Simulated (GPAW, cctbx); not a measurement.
# Bonding in CdSi2GeRu as X-rays see it

Question: by how much does bonding change the X-ray structure factors of CdSi2GeRu, how firmly does DFT give the change, and what does a routine refinement make of it?

The start was made by putting kin elements into a known structure type; the compound need not exist, or be stable, in this form. All numbers below are calculated.

**1. Relax the structure**

The density hangs on the geometry, so cell and atoms are relaxed first, with the symmetry held. The cutoff is set higher than for the density because stress converges slowly with plane waves.

Settings: GPAW 26.7.0, PBE, 570 eV, 5×5×5 k-points, Fermi–Dirac width 0.1 eV, BFGS to 0.03 eV/Å.

```text
cell
1.0
     3.969000000    0.000000000    0.000000000
     0.000000000    3.969000000    0.000000000
    -1.984500000   -1.984500000    4.678500000
Cd Ru Ge Si
1 1 1 2
Direct
0.000900000 0.000900000 0.001800000
0.643600000 0.643600000 0.287200000
0.403100000 0.403100000 0.806200000
0.261500000 0.761500000 0.523000000
0.761500000 0.261500000 0.523000000
```

```console
$ OMP_NUM_THREADS=1 mpirun -n 4 gpaw python run.py > gpaw.log
```

```text
BFGS:    0      -23.829133        3.885919
BFGS:    1      -24.206314        3.351405
BFGS:    2      -24.927248        2.105026
BFGS:    3      -25.296939        1.090269
...
BFGS:   14      -25.997539        0.155795
BFGS:   15      -25.998560        0.078950
BFGS:   16      -25.998763        0.024321
cell  3.8730 3.8730 6.3480  107.76 107.76 90.00
volume 85.903 A^3, largest force 0.020 eV/A, largest stress 0.02 GPa
```

The cell moved far, while the k-mesh and basis were chosen for the start, so the final shape may be somewhat biased.

After 16 steps the volume has changed by +16.6 % and the energy by -2.170 eV; the largest stress left is 0.02 GPa. It took 3.8 min on 4 cores of Intel(R) Xeon(R) Platinum 8488C (Sapphire Rapids) (shared host), peak memory 1.4 GiB.

Relaxed structure: I4mm (no. 107), a = 3.8730 Å, b = 3.8730 Å, c = 11.4537 Å, α = 90.00°, β = 90.00°, γ = 90.00°.

```
atom  mult.    x    y       z
 Cd1      2    0    0  0.0424
 Ru1      2  1/2  1/2  0.1255
 Ge1      2    0    0  0.3997
 Si1      4    0  1/2  0.2515
```

**2. Density and charge transfer**

X-rays see the whole electron density, so the PAW density is rebuilt with its core regions. Subtracting spherical free atoms from the same code cancels the cores and leaves the deformation density Δρ, the part due to bonding.

Settings: PBE, 450 eV, 6×6×6 k-points, Fermi–Dirac width 0.1 eV; primitive cell of 5 atoms.

```console
$ OMP_NUM_THREADS=1 mpirun -n 4 gpaw python run.py > gpaw.log
```

```text
|iter:   1|       0s |  -27.088189 | +0.22 |       |
|iter:   2|       1s |  -26.753808 | -1.95 | -1.10 |
|iter:   3|       2s |  -26.034194 | -1.35 | -1.15 |
...
|iter:   9|       8s |  -25.890979c| -6.49 | -3.75 |
|iter:  10|       9s |  -25.890980c| -7.19 | -4.12c|
|iter:  11|       9s |  -25.890980c| -7.93c| -4.73c|
```

```text
gpts.py:43: UserWarning: Initial realspace grid (20,20,32) inconsistent with symmetries.
gpts.py:43: UserWarning: Initial realspace grid (20,20,32) inconsistent with symmetries.
gpts.py:43: UserWarning: Initial realspace grid (20,20,32) inconsistent with symmetries.
gpts.py:43: UserWarning: Initial realspace grid (20,20,32) inconsistent with symmetries.
gpts.py:70: UserWarning: Using symmetrized grid: (32,32,32).
gpts.py:70: UserWarning: Using symmetrized grid: (32,32,32).
gpts.py:70: UserWarning: Using symmetrized grid: (32,32,32).
gpts.py:70: UserWarning: Using symmetrized grid: (32,32,32).
grid (64, 64, 64)  electrons 152.000  moved by bonding 1.107 e
deformation density beyond 0.5 A of the nuclei: max 0.126, min -0.258 e/A^3
atom        x       y       z   Voronoi charge  moment
Cd1    0.0424  0.0424  0.0848      0.317       0.00
Ru2    0.6254  0.6254  0.2509     -0.095       0.00
Ge3    0.3997  0.3997  0.7995     -0.119       0.00
Si4    0.7515  0.2515  0.5029     -0.052       0.00
Si5    0.2515  0.7515  0.5029     -0.052       0.00
mean inner potential of superposed free atoms 20.759 V
total magnetic moment 0.000 muB
```

Deformation density in a plane through the shortest contact of the Ru atom at the origin, in 0.01 e/Å³ (clipped at ±99); x from -1.6 to 4.0 Å, y from 2.4 down to -2.4 Å:

```text
 10   0   .   .  -7  -5  -3  -2  -2  -2  -2  -2  -2  -1  -1   0
  7  -2   .   .  -5  -3  -2  -2  -2  -2  -2  -1  -1  -1  -1   0
  3  -1   0   5   6   3   1  -1  -2  -2  -2  -1   0   0   0  -1
  2   2   7  12  11   5   3   1   0  -3  -3  -1   1   2   1   0
  1   2   5   5  -2  -3  -1   4   3  -2  -7  -4   1   2   1  -1
  1   0  -1  -1   .  -2  -6   6   9   0  -5   .  -3  -2  -2  -2
  1  -1  -6  -6   .   . -13   8  12   3   .   .  -5  -7  -4  -2
  2   1  -3  -3   .  -1   2   7   8   0  -4   .  -2  -2  -2  -2
  3   6   5   1  -5  -5  -2   3   3   0   1   6   9   6   2   0
  1   6   9   6   1  -1   0   1   1   2   5  11  11   5   3   2
 -2  -2   4   5   3   1   1   1   1   2   3   4  -5  -8  -3   2
  .   .  -2   1   1   1   0   0   1   0  -2   0   .   . -13   2
  .  -3  -4  -1   0   0   0   0   1   0  -5  -9   .   . -16   5
```

Atoms in or within 0.15 Å of the plane: Ru (3.1, -2.3), Ru (0.0, 0.0), Ge (-1.5, -2.1), Si (2.4, 0.0), Si (-0.7, 2.3) Å. Dots mark points within about 0.45 Å of a nucleus; large values next to them are atomic features.

Ge gains most (-0.12 e) and Cd loses most (+0.32 e), which isn't the order of electronegativity: valence and coordination count too, and Voronoi cells cut space at the midplane whatever the atoms' sizes. Such charges fall far short of formal ones, since overlapping free atoms already put density on their neighbours. Along the shortest contact from the Ru atom at the map's origin, Ru–Si at 2.42 Å, Δρ is +0.12 e/Å³ at the midpoint: a bond charge, the mark of covalency. At the midpoints of other shortest contacts it is +0.08 (Ge–Si, 2.58 Å), +0.08 (Ru–Ge, 2.58 Å), +0.03 (Si–Si, 2.74 Å) and +0.03 (Cd–Ru, 2.90 Å) e/Å³. Point values carry grid noise of about 0.01 e/Å³. The run needed 11 iterations, 22 s.

**3. Structure factors**

The Fourier components of Δρ, added to those of the free atoms, give the static X-ray structure factors; the Mott–Bethe relation turns them into the Fourier components V of the potential that fast electrons feel.

```text
static structure factors of the conventional cell: F in electrons, V (Mott-Bethe) in volts
   h  k  l      d  |F| table  |F| free   |F| DFT   change   |V| free  |V| DFT  change %
   0  0  2  5.7269    84.660    84.702    84.514   -0.189     3.387    3.255     -3.9
   1  0  1  3.6689    17.533    17.490    18.014    0.524     1.319    1.128    -14.4
   0  0  4  2.8634    54.429    54.281    54.151   -0.130     1.623    1.669      2.8
   1  1  0  2.7386   164.442   164.208   163.685   -0.524     5.561    5.666      1.9
   1  0  3  2.7189   135.677   135.599   135.733    0.135     5.691    5.665     -0.4
   1  1  2  2.4707   135.313   135.240   134.932   -0.309     6.568    6.617      0.7
   1  1  4  1.9791   108.699   108.618   107.938   -0.680     4.938    5.011      1.5
   1  0  5  1.9717   158.771   158.542   157.848   -0.694     5.851    5.923      1.2
   2  0  0  1.9365   216.974   216.698   215.939   -0.759     8.734    8.810      0.9
   0  0  6  1.9089    80.325    80.171    79.518   -0.653     3.574    3.647      2.0
   2  0  2  1.8345    66.146    66.108    66.129    0.022     2.025    2.038      0.6
   2  1  1  1.7126    13.952    13.909    13.623   -0.287     0.572    0.596      4.4
   2  0  4  1.6041    44.122    44.110    44.164    0.054     1.183    1.176     -0.5
   2  1  3  1.5773   110.508   110.328   109.954   -0.373     3.593    3.618      0.7
```

The largest X-ray change is -0.76 e on 200, 0.4 % of |F|. For electrons V goes as (Z − F)/g², so a change of F counts against Z − F, which is small at low angle and wherever the atoms' terms cancel: |V| of 101 moves by -14.4 % (1.32 to 1.13 V) against +3.0 % in |F|. The last three rows still change by up to 0.37 e; the table stops while the angles are still low. The tabulated Hartree–Fock atoms differ from the free DFT atoms by up to 0.28 e, so the choice of reference atom matters too.

**4. The functional ladder**

The same geometry is run with other functionals, to see whether the bonding signal is larger than the spread between approximations. Free atoms are LDA for LDA and PBE otherwise. Any other changed setting is in the row's label.

| run | ΔF 200 (e) | ΔF 105 (e) | ΔF 114 (e) | q(Ge) (e) | moved (e) | time |
| --- | --- | --- | --- | --- | --- | --- |
| PBE | -0.759 | -0.694 | -0.680 | -0.119 | 1.107 | 22 s |
| LDA | -0.769 | -0.711 | -0.651 | -0.117 | 1.077 | 23 s |
| RPBE | -0.756 | -0.669 | -0.706 | -0.120 | 1.140 | 26 s |

At the base's settings ΔF(200) spans -0.769 to -0.756 e, a spread of 2 % of the PBE value; over the three listed reflections the spread is at most 8 %, so sign and size hold across the functionals. Times are from shared hosts.

**5. What a spherical-atom refinement makes of it**

Routine crystallography fits spherical atoms. To see the bias, intensities are simulated from tabulated atoms plus the DFT change ΔF, so that bonding alone can misfit (5596 reflections of the full sphere, merged to the counts below, to 0.4 Å, 1 % proportional noise plus counting noise, assumed isotropic U as listed, Δρ smeared by the mean U) and refined with cctbx over different ranges.

```csv
range,data,R1,GooF,U Cd1 (true 0.0052),U Ru1 (true 0.0054),U Ge1 (true 0.0061),U Si1 (true 0.008),largest shift (Å),"Δρ max, min (e/Å³)"
all data,895,0.0048,0.95,0.0052,0.0054,0.0061,0.0080,0.0001,"0.30, -0.42"
"low resolution, d > 0.84",123,0.0036,1.14,0.0052,0.0054,0.0061,0.0079,0.0005,"0.13, -0.21"
"high order, d < 0.75",729,0.0054,0.92,0.0052,0.0054,0.0061,0.0080,0.0001,"0.25, -0.35"
"occupancies free, d > 0.7",198,0.0036,1.07,0.0052,0.0054,0.0061,0.0080,0.0007,"0.16, -0.18"
```

With all data GooF is 0.95, so at this noise the bonding hardly shows; the top residual peak, near noise level, lies 0.50 Å from Cd and 2.96 Å from Ge. No U is off by more than 3 s.u. at low resolution. With Cd1 held at 1 and the scale free, the other occupancies refine to Ru1 1.000(0.002), Ge1 1.000(0.002) and Si1 1.000(0.004), within three s.u. of full.

**6. Answer**

Bonding moves 1.11 e in the primitive cell of CdSi2GeRu and changes the structure factors of the conventional cell in the table above by at most 0.76 e (200, 0.4 %), and among reflections above 2 % of the strongest by up to 3.0 % (101). The shortest bond, Ru–Si, has Δρ = +0.12 e/Å³ at its midpoint, a covalent bond charge. At the base's settings ΔF(200) spans -0.769 to -0.756 e, a spread of 2 % of the PBE value; over the three listed reflections the spread is at most 8 %, so sign and size hold across the functionals. With all data GooF is 0.95, so at this noise the bonding hardly shows. Limits: static density, frozen cores, no spin–orbit coupling.

[Outputs are excerpts: Python notices, other lines and further rows are left out; steps that failed or that the build refused (PBEsol, TPSS) are not shown.]

[Logs are printed without paths, hosts, clocks, repeated set-up lines and the standing remarks that a program may print on its own settings, such as how far it seeks lower states.]
